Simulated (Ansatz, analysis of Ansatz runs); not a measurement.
# Fe on the Ga site in GaP: charge-transition level, PBE, part 2 of 2

Aim: the charge-transition level of the Fe on the Ga site in GaP, to be set beside the measurement. Set-up: PBE, 64-site cell, PBE lattice, 420 eV, k: the single point 1/4 1/4 1/4 then 2x2x2 shifted 0.5 0.5 0.5. The model is a cell of 64 host atoms with 1 Ga taken out and 1 Fe put in. The level is the Fermi energy at which two charge states have equal formation energy, after a correction for the images of the charge. A local or semilocal functional is the cheapest first rung.

Ansatz 0.2.0; PBE, 64-site cell, PBE lattice, 420 eV, k: the single point 1/4 1/4 1/4 then 2x2x2 shifted 0.5 0.5 0.5.

So far: The starting structure; Relaxation, charge 0.

## 3. Relaxation, charge −1

Level of this step: plane-wave PAW DFT, PBE; relaxation of all atoms of a defect supercell (Ansatz).

The input displaces the atoms at random before the relaxation, so that it can leave a symmetric saddle if there is one.

File relax1/input.yaml:

```yaml
relax:
  f_tol: 0.02
  max_steps: 80
  random_displacement: { amplitude: 0.05, seed: 391 }
crystal:
  lattice:
    - [11.01025696, 0.0, 0.0]
    - [0.0, 0.0, -11.01025696]
    - [0.0, 11.01025696, 0.0]
  atoms:
    - { symbol: Ga, position: [0.0, 0.0, 0.0] }
    - { symbol: Ga, position: [0.0, 0.25, 0.25] }
[... 9 atom lines left out ...]
    - { symbol: Ga, position: [0.25, 0.25, 0.5] }
[... 3 atom lines left out ...]
    - { symbol: P, position: [0.375, 0.375, 0.625] }
[... 2 atom lines left out ...]
    - { symbol: Ga, position: [0.25, 0.5, 0.25] }
[... 3 atom lines left out ...]
    - { symbol: P, position: [0.375, 0.625, 0.375] }
[... 4 atom lines left out ...]
    - { symbol: Ga, position: [0.25, 0.75, 0.5] }
[... 5 atom lines left out ...]
    - { symbol: Ga, position: [0.5, 0.25, 0.25] }
[... 3 atom lines left out ...]
    - { symbol: P, position: [0.625, 0.375, 0.375] }
[... 11 atom lines left out ...]
    - { symbol: Ga, position: [0.5, 0.75, 0.25] }
[... 6 atom lines left out ...]
    - { symbol: Fe, position: [0.5, 0.5, 0.5], spin: 4.0 }
    - { symbol: Ga, position: [0.5, 0.75, 0.75] }
[... 1 atom line left out ...]
    - { symbol: Ga, position: [0.75, 0.75, 0.5] }
    - { symbol: P, position: [0.625, 0.625, 0.625] }
[... 2 atom lines left out ...]
    - { symbol: P, position: [0.875, 0.875, 0.625] }
  host:
    repeats: [2, 2, 2]
    atoms:
      - { symbol: Ga, position: [0.0, 0.0, 0.0] }
      - { symbol: Ga, position: [0.0, 0.5, 0.5] }
      # ... 6 more atoms of the perfect host
total_charge: -1
basis:
  ecutwfc: 420
  xc_grid: 2
hamiltonian:
  xc: pbe
kpoints:
  mp_grid: { grid: [1, 1, 1], shift: [0.25, 0.25, 0.25] }
magnetization:
  spin_polarized: true
  initial_magnetization: 4
  spin_locking: { lock_magnetization: hard }
scf:
  occupations: { method: fermi_dirac, width: 0.01 }
  max_iter: 120
output:
  forces: true
  charged_corrections:
    epsilon: 10.62
    static_epsilon: 12.85
    defect_position: [0.5, 0.5, 0.5]
checkpoint:
  write: "../relax1.run"
  compress: false
  write_wavefunctions: true
  write_every: 100000
```

Command:

```sh
> ansatz run input.yaml --threads 4 --pin off --max-ram 14131MiB --backend cpu --events-out ev --progress --plain --runs-dir out
```

Numbers of over 12 decimals in the logs are rounded to 6 here.

Output:

```text
[...]
Crystal: 64 atoms, lattice volume = 1334.727 Å³
Basis set: ecut = 420 eV, 26001 PW (Γ), exchange–correlation on 150×150×150 points (8 copies of the dense FFT grid, shifted against one another)
Bands: 356, of which v1, the nominal top of the filled ones, is band 290 counted from 1 (289 counted from 0)
Symmetry: 1 space group operations
k-points: 1
[...]
Starting moments: Σ|m| = 4 μB on 1 of 64 sites
[...]
SCF iter   1: F=—  HF=-145961.831477 eV  |F-HF|=—  |Δ(HF+E_count)|=         —  Δρ=2.27e-2 (↑2.27e-2 ↓2.24e-2)  dr2=3.38e1  dr2_m=1.14e-1  M=4.000 μB ∫|m|=4.108 μB  β_m=0.30  ethr=3.10e-3  ⟨swp⟩=8.0  Hψ=2900  notcnv=0
[...]
spin=Collinear: Kerker preconditioning applied to the charge; magnetization (m = ρ↑ − ρ↓) channel mixes plain (no charge-response kernel on spin).
[...]
F+E_penalty+E_count = -145954.42855101 eV   max|allowed force component| = 8.638e-3 eV/Å
  atoms:
    - { symbol: Ga, position: [-0.000482, 0.000265, 0.000274] }
    - { symbol: Ga, position: [8.939502736650561e-6, 0.250867, 0.250771] }
[...]
- { symbol: Ga, position: [0.250972, 0.251596, 0.502965] }
[...]
- { symbol: P, position: [0.377441, 0.378362, 0.621931] }
[...]
- { symbol: Ga, position: [0.251885, 0.502445, 0.252620] }
[...]
- { symbol: P, position: [0.378635, 0.622731, 0.379320] }
[...]
- { symbol: Ga, position: [0.251016, 0.748982, 0.497965] }
[...]
- { symbol: P, position: [0.621245, 0.378338, 0.378143] }
    [... 3 atoms left out ...]
    - { symbol: Ga, position: [0.497014, 0.251534, 0.748573] }
    [... 1 atom left out ...]
    - { symbol: Ga, position: [0.747849, 0.251530, 0.497775] }
    [... 12 atoms left out ...]
    - { symbol: Fe, position: [0.498754, 0.498516, 0.499419] }
    [... 3 atoms left out ...]
    - { symbol: P, position: [0.619529, 0.620940, 0.620214] }
    [... 3 atoms left out ...]
[key lines of the parts left out:]
SCF converged after 10 iterations
Magnetization: 4.0000 μB (292.0000 up, 288.0000 down)
Free energy (F): -145954.428551 eV
Fermi energy:    7.340109 (↑ 7.691934, ↓ 7.340109) eV
```

Run time: 9.2 min. Hardware: 4 threads of Arm Neoverse V1, shared host; peak memory 4.8 GiB; 36 min of CPU time.

Relaxation path:

| step | energy less that of the first step (eV) | largest force component (eV/Å) |
| --- | --- | --- |
| 1 | 0.0000 | 0.9541 |
| 2 | -0.7795 | 0.3063 |
| 3 | -0.8950 | 0.0289 |
| 4 | -0.8958 | 0.0086 |

The atoms that moved most (Å, from the sites as typed, ahead of the random displacement, the mean shift of all atoms taken out):

| atom | dx | dy | dz | length |
| --- | --- | --- | --- | --- |
| P61 | -0.054 | -0.054 | 0.046 | 0.089 |
| P23 | 0.047 | 0.046 | 0.027 | 0.071 |
| P16 | 0.034 | -0.035 | -0.035 | 0.060 |
| P38 | -0.035 | 0.033 | -0.035 | 0.060 |
| Ga19 | 0.027 | 0.028 | -0.025 | 0.046 |
| Ga59 | -0.026 | -0.025 | -0.019 | 0.041 |
| Ga58 | 0.026 | -0.024 | 0.020 | 0.041 |
| Ga60 | -0.024 | 0.026 | 0.020 | 0.040 |

Neighbours of Fe57 at the end:

| atom | distance (Å) |
| --- | --- |
| P38 | 2.314 |
| P16 | 2.314 |
| P61 | 2.314 |
| P23 | 2.317 |
| Ga19 | 3.844 |
| Ga12 | 3.852 |
| Ga34 | 3.852 |
| Ga44 | 3.862 |
| Ga42 | 3.863 |
| Ga51 | 3.867 |
| Ga59 | 3.867 |
| Ga27 | 3.868 |
| Ga28 | 3.879 |
| Ga50 | 3.879 |
| Ga60 | 3.880 |
| Ga58 | 3.880 |

This step gave:

| Property | Result |
| --- | --- |
| free energy | -145954.4286 eV |
| total moment | 4 μB |
| integral of the absolute spin density | 4.116 μB |
| spin contamination | 0.04799 |

The relaxation ends 14 meV an atom lower than the displaced start, with a largest force component of 0.0086 eV/Å.

## 4. Single point, charge 0

The relaxed structure is kept, and the final numbers are taken at the final level and k-points.

This step: plane-wave PAW DFT, PBE; single point of a defect supercell.

File point0/input.yaml:

```yaml
crystal:
  lattice:
    - [11.01025696, 0.0, 0.0]
    - [0.0, 0.0, -11.01025696]
    - [0.0, 11.01025696, 0.0]
  atoms:
    - { symbol: Ga, position: [-0.00056728, 0.000234248, 0.000270453] }
    - { symbol: Ga, position: [7.5526e-05, 0.250486542, 0.250376589] }
[... 9 atom lines left out ...]
    - { symbol: Ga, position: [0.250309368, 0.251139576, 0.501122468] }
[... 3 atom lines left out ...]
    - { symbol: P, position: [0.376676934, 0.377365827, 0.623883364] }
[... 2 atom lines left out ...]
    - { symbol: Ga, position: [0.250491321, 0.501584818, 0.25122259] }
[... 3 atom lines left out ...]
    - { symbol: P, position: [0.377303943, 0.62359607, 0.377752108] }
[... 10 atom lines left out ...]
    - { symbol: Ga, position: [0.500646169, 0.251326351, 0.251051296] }
[... 3 atom lines left out ...]
    - { symbol: P, position: [0.622844624, 0.377940024, 0.377791537] }
[... 12 atom lines left out ...]
    - { symbol: Ga, position: [0.749316113, 0.50030044, 0.250793382] }
[... 5 atom lines left out ...]
    - { symbol: Fe, position: [0.497806447, 0.498511479, 0.499069247], spin: 5.0 }
    - { symbol: Ga, position: [0.500026191, 0.749026309, 0.748940735] }
    - { symbol: Ga, position: [0.748169399, 0.500663294, 0.748798265] }
    - { symbol: Ga, position: [0.748005976, 0.748951812, 0.500528544] }
    - { symbol: P, position: [0.61925997, 0.620089883, 0.619955014] }
[... 2 atom lines left out ...]
    - { symbol: P, position: [0.873666553, 0.874320413, 0.624881318] }
  host:
    repeats: [2, 2, 2]
    atoms:
      - { symbol: Ga, position: [0.0, 0.0, 0.0] }
      - { symbol: Ga, position: [0.0, 0.5, 0.5] }
      # ... 6 more atoms of the perfect host
basis:
  ecutwfc: 420
  xc_grid: 2
hamiltonian:
  xc: pbe
kpoints:
  mp_grid: { grid: [2, 2, 2], shift: [0.5, 0.5, 0.5] }
magnetization:
  spin_polarized: true
  initial_magnetization: 5
  spin_locking: { lock_magnetization: hard }
scf:
  occupations: { method: fermi_dirac, width: 0.01 }
  max_iter: 120
output:
  forces: true
  charged_corrections:
    epsilon: 10.62
    static_epsilon: 12.85
    defect_position: [0.5, 0.5, 0.5]
  eigenvalues: true
checkpoint:
  read: "../relax0.run"
  write: "../point0.run"
  compress: false
  write_wavefunctions: true
  write_every: 100000
```

Output:

```text
[...]
Crystal: 64 atoms, lattice volume = 1334.727 Å³
Basis set: ecut = 420 eV, 26001 PW (Γ), exchange–correlation on 150×150×150 points (8 copies of the dense FFT grid, shifted against one another)
Bands: 356, of which v1, the nominal top of the filled ones, is band 290 counted from 1 (289 counted from 0)
Symmetry: 1 space group operations
[...]
k-points: 4 of 8 (time reversal used)
[...]
Starting moments: Σ|m| = 5 μB on 1 of 64 sites; this step starts from the density that it was given
[...]
SCF iter   9: F=-145961.508775 eV  HF=-145961.508775 eV  |F-HF|=3.41e-9  |Δ(HF+E_count)|=   1.25e-7  Δρ=8.01e-7 (↑4.16e-7 ↓8.01e-7)  dr2=2.33e-8  dr2_m=1.48e-9  M=5.000 μB ∫|m|=5.026 μB  ethr=1.73e-11  ⟨swp⟩=7.4  Hψ=11094  notcnv=0
SCF 1 converged in 9 iterations: F = -145961.508775 eV  dr2 = 2.33e-8
[...]
--- Forces (eV/Å), atoms counted from 1 ---
  atom   1  Ga    -0.00473453    -0.01558081     0.00686336
  atom   2  Ga    -0.02428616    -0.01047052     0.02079205
  [... 13 atoms left out ...]
  atom  16  P      0.02848669    -0.06870596    -0.03287265
  [... 2 atoms left out ...]
  atom  19  Ga    -0.02512651    -0.01817091     0.04143548
  [... 3 atoms left out ...]
  atom  23  P      0.00444971     0.01891681     0.04957092
  [... 10 atoms left out ...]
  atom  34  Ga    -0.03364297    -0.01539089     0.01694859
  [... 3 atoms left out ...]
  atom  38  P     -0.05336457     0.01606523    -0.00524289
  [... 18 atoms left out ...]
  atom  57  Fe    -0.03737710    -0.03878340     0.03578535
  atom  58  Ga    -0.03938722    -0.03312384     0.04123688
  atom  59  Ga    -0.03327467    -0.03240217     0.03222751
  atom  60  Ga    -0.02207526    -0.02576952     0.02315280
  atom  61  P      0.13578802     0.14246761    -0.13314231
  [... 3 atoms left out ...]
  max |Σ_I F_I| component: 4.03e-5 eV/Å
--- Band table (eV; the first three rows and the last of 8) ---
[...]
[... further k-points left out ...]
[key lines of the parts left out:]
SCF converged after 9 iterations
Magnetization: 5.0000 μB (292.0000 up, 287.0000 down)
Free energy (F): -145961.508775 eV
Fermi energy:    6.860406 (↑ 7.594244, ↓ 6.697618) eV
```

The job ended after 6.5 min (4 threads; peak memory 8.6 GiB; 24 min of CPU time).

In the SCF lines HF is the Harris–Foulkes energy and dr2 the Hartree energy of the density residual, in eV; the loop may stop once dr2 is under the threshold and the program's other checks hold. Hψ counts applications of the Hamiltonian.

Numbers from this step:

| Quantity | Value |
| --- | --- |
| free energy | -145961.5088 eV |
| total moment | 5 μB |
| integral of the absolute spin density | 5.027 μB |
| spin contamination | 0.02777 |

## 5. Single point, charge −1

This step: plane-wave PAW DFT, PBE; single point of a defect supercell.

File point1/input.yaml:

```yaml
crystal:
  lattice:
    - [11.01025696, 0.0, 0.0]
    - [0.0, 0.0, -11.01025696]
    - [0.0, 11.01025696, 0.0]
  atoms:
    - { symbol: Ga, position: [-0.000482173, 0.000265377, 0.000274082] }
    - { symbol: Ga, position: [8.94e-06, 0.250867172, 0.250770867] }
[... 13 atom lines left out ...]
    - { symbol: P, position: [0.377441124, 0.378361975, 0.621930576] }
[... 2 atom lines left out ...]
    - { symbol: Ga, position: [0.251884691, 0.502445383, 0.252620063] }
[... 3 atom lines left out ...]
    - { symbol: P, position: [0.378635305, 0.622731278, 0.379319634] }
[... 10 atom lines left out ...]
    - { symbol: Ga, position: [0.502305251, 0.251550796, 0.251663852] }
[... 3 atom lines left out ...]
    - { symbol: P, position: [0.621244614, 0.37833827, 0.378142642] }
[... 5 atom lines left out ...]
    - { symbol: Ga, position: [0.74784887, 0.251530355, 0.497775439] }
[... 6 atom lines left out ...]
    - { symbol: Ga, position: [0.747817369, 0.499026257, 0.251817469] }
[... 5 atom lines left out ...]
    - { symbol: Fe, position: [0.49875447, 0.498515802, 0.499418736], spin: 4.0 }
    - { symbol: Ga, position: [0.501760708, 0.74830934, 0.747963161] }
    - { symbol: Ga, position: [0.747058946, 0.501867185, 0.747794762] }
    - { symbol: Ga, position: [0.747206588, 0.7483767, 0.502432768] }
    - { symbol: P, position: [0.619528574, 0.620940415, 0.620213789] }
[... 2 atom lines left out ...]
    - { symbol: P, position: [0.874005609, 0.87478843, 0.6247473] }
  host:
    repeats: [2, 2, 2]
    atoms:
      - { symbol: Ga, position: [0.0, 0.0, 0.0] }
      - { symbol: Ga, position: [0.0, 0.5, 0.5] }
      # ... 6 more atoms of the perfect host
total_charge: -1
basis:
  ecutwfc: 420
  xc_grid: 2
hamiltonian:
  xc: pbe
kpoints:
  mp_grid: { grid: [2, 2, 2], shift: [0.5, 0.5, 0.5] }
magnetization:
  spin_polarized: true
  initial_magnetization: 4
  spin_locking: { lock_magnetization: hard }
scf:
  occupations: { method: fermi_dirac, width: 0.01 }
  max_iter: 120
output:
  forces: true
  charged_corrections:
    epsilon: 10.62
    static_epsilon: 12.85
    defect_position: [0.5, 0.5, 0.5]
  eigenvalues: true
checkpoint:
  read: "../relax1.run"
  write: "../point1.run"
  compress: false
  write_wavefunctions: true
  write_every: 100000
```

Output:

```text
[...]
Crystal: 64 atoms, lattice volume = 1334.727 Å³
Basis set: ecut = 420 eV, 26001 PW (Γ), exchange–correlation on 150×150×150 points (8 copies of the dense FFT grid, shifted against one another)
Bands: 356, of which v1, the nominal top of the filled ones, is band 290 counted from 1 (289 counted from 0)
Symmetry: 1 space group operations
[...]
k-points: 4 of 8 (time reversal used)
[...]
Stability of the state it starts from, as read at its close in the collinear treatment: not read negative (Ritz values of 1 − χ₀K, real part plus size of imaginary part, from 0.13 to 0.41, by its mixing steps under no symmetry); [...]
[...]
[... 3 atoms left out ...]
  atom  23  P     -0.01647306    -0.01406034     0.04794805
  [... 14 atoms left out ...]
  atom  38  P     -0.00971099     0.03926429     0.01115421
  [... 12 atoms left out ...]
  atom  51  Ga    -0.00132618    -0.01674541     0.02762102
  [... 5 atoms left out ...]
  atom  57  Fe    -0.00034064     0.00130476    -0.03561780
  atom  58  Ga    -0.01767089    -0.01485882     0.01609436
  atom  59  Ga    -0.02300324    -0.02118248     0.02530498
  atom  60  Ga    -0.01470446    -0.01746086     0.01901005
  atom  61  P      0.04191217     0.04333553    -0.02456170
  [... 3 atoms left out ...]
  max |Σ_I F_I| component: 4.60e-5 eV/Å
--- Charged-cell corrections in eV (Makov–Payne, q = -1.000 e, ε = 10.620 of the electrons, 12.850 with the ions) ---
[...]
E_corr1          = +0.174705  (monopole, q²α_M/2εL)
  F Makov-Payne    = n/a  (the rows are of the electrons' constant alone; ansatz place-levels tells what screens the charge)
[...]
--- Band table (eV; the first three rows and the last of 8) ---
[...]
[... further k-points left out ...]
[key lines of the parts left out:]
SCF converged after 9 iterations
Magnetization: 4.0000 μB (292.0000 up, 288.0000 down)
Free energy (F): -145954.426188 eV
Fermi energy:    7.336722 (↑ 7.692159, ↓ 7.336722) eV
```

Wall time 6.2 min (4 threads); peak memory 8.6 GiB.

This step gave:

```yaml
free_energy: -145954.4262 eV
total_moment: 4 μB
integral_of_the_absolute_spin_density: 4.072 μB
spin_contamination: 0.04744
```

## 6. Charge-transition levels

A charged cell feels its images and has its own zero of potential; this step corrects both and places the level between the host's band edges.

This step: place-levels on PBE runs: charge-transition levels with image-charge correction and potential alignment at the atomic sites.

File levels.yaml:

```yaml
host:
  run: host.point.run
  levels_from: { run: edges.run }
states: [point0.run, point1.run]
geometry_from:
  point0.run: relax0.run
  point1.run: relax1.run
  host.point.run: host.relax.run
```

Command:

```sh
> ansatz place-levels levels.yaml -- --threads 4 --pin off --max-ram 14131MiB
```

Output:

```text
(0/-1) 0.499 eV above the valence edge, 1.083 eV under the conduction edge
  edges by pbe of host.levels_from (edges.run), its mesh sampled to repeats of 27.25 Å (the valence edge +0.221 eV and the conduction edge -0.126 eV from those of the host's own run), gap 1.582 eV; the host is sampled to repeats of 31.14 Å
  the defect's cells are sampled to repeats of 31.14 Å, like sampling
  charge 0: +0.000 eV for its dipole among its images, +0.000 omitted
  charge -1: -145954.2945 eV with its correction of +0.132 eV, at epsilon 12.85, aligned at sites: +0.0127 eV, mean over 35 atomic sites at or beyond 5.51 Å from the defect at [0.5000, 0.5000, 0.5000], with +0.000000 for the charge's moments and without [...]
  of states[1] (point1.run): how wide its charge is, is not read beside other atoms or cores, and a band state would take no correction. [...]
```

Run time: 0.21 s. Hardware: 4 threads.

Read from the output:

| Quantity | Value |
| --- | --- |
| gap | 1.582 eV |

## 7. Results

| Property | Result |
| --- | --- |
| static dielectric constant used | 12.8 |
| band gap of the host | 1.58 eV |
| (0/-1) level above the valence-band top | 0.50 eV |
| time of the whole chain | 29 min on 4 threads |

In words: (0/-1) level above the valence-band top: computed 0.50 eV, measured 0.86 eV and 0.82 eV; 0.32 eV below the nearest measurement. The level is counted in a gap of 1.58 eV, and the correction is screened by a dielectric constant of 12.8 from a linear-response run on the host (PBE). Levels hang on the band edges, which semilocal functionals place too close together. The total moment is locked at the high-spin value, which doesn't force the spin onto the d shell; spin-orbit coupling, which lowers the gap of these hosts' heavier members, is left out. Limits: the total moment of each charge state is locked at an assumed value.

[Logs are printed without paths, hosts, clocks, repeated set-up lines and the standing remarks that a program may print on its own settings, such as how far it seeks lower states.]

[Hosts, paths, dates, database ids (printed as entryN), source tags and the programs' standing remarks are cut or masked in the printed files.]

[For some hosts the program warned that the k-mesh of the response run may be too coarse for force constants and the static dielectric constant; such warnings are not shown here.]
